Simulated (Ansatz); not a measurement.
Rows from a G0W0 calculation on Na3MoO4Cl (P4/nmm) (Ansatz 0.2.0; G0W0 on r2SCAN, plane waves, PAW; PAW set soft_1; 2×2×4 mesh, 1009 empty bands, screening to 130 eV, PAW set soft_1 files), in eV. Spin-orbit coupling is left out.

| row | k | band | start | Σx | Σc at the solution | Vxc |
| --- | --- | --- | --- | --- | --- | --- |
| A | Γ | c1 | 6.672 | -15.334 | -3.838 | -21.007 |
| B | (-0.500, -0.500, -0.500) | c1 | 6.974 | -16.129 | -3.832 | -21.888 |
| C | Γ | v1 | 1.933 | -25.232 | 3.874 | -20.526 |
| D | Γ | c2 | 6.758 | -13.790 | -3.701 | -19.173 |
| E | Γ | v2 | 1.808 | -24.864 | 3.871 | -20.083 |
| F | (-0.500, -0.500, -0.500) | v1 | 1.955 | -25.337 | 3.946 | -20.555 |

Question: Give the quasiparticle energies and the shift of each level.

The quasiparticle equation reads E = start + Σx + Σc(E) − Vxc.

| row | E (eV) | shift (eV) |
| --- | --- | --- |
| A | 8.507 | +1.835 |
| B | 8.901 | +1.927 |
| C | 1.101 | −0.832 |
| D | 8.440 | +1.682 |
| E | 0.898 | −0.910 |
| F | 1.119 | −0.836 |

Limits: not at the basis limit; no spin-orbit coupling; coarse k mesh.

[Runs of the session that timed out or met a known fault of the program may be left out.]

[Cells called generated may have been cut or substituted from an entry of the Crystallography Open Database or the Materials Project.]

[Hosts, paths, dates, database ids (printed as entryN), source tags and the programs' standing remarks are cut or masked in the printed files.]
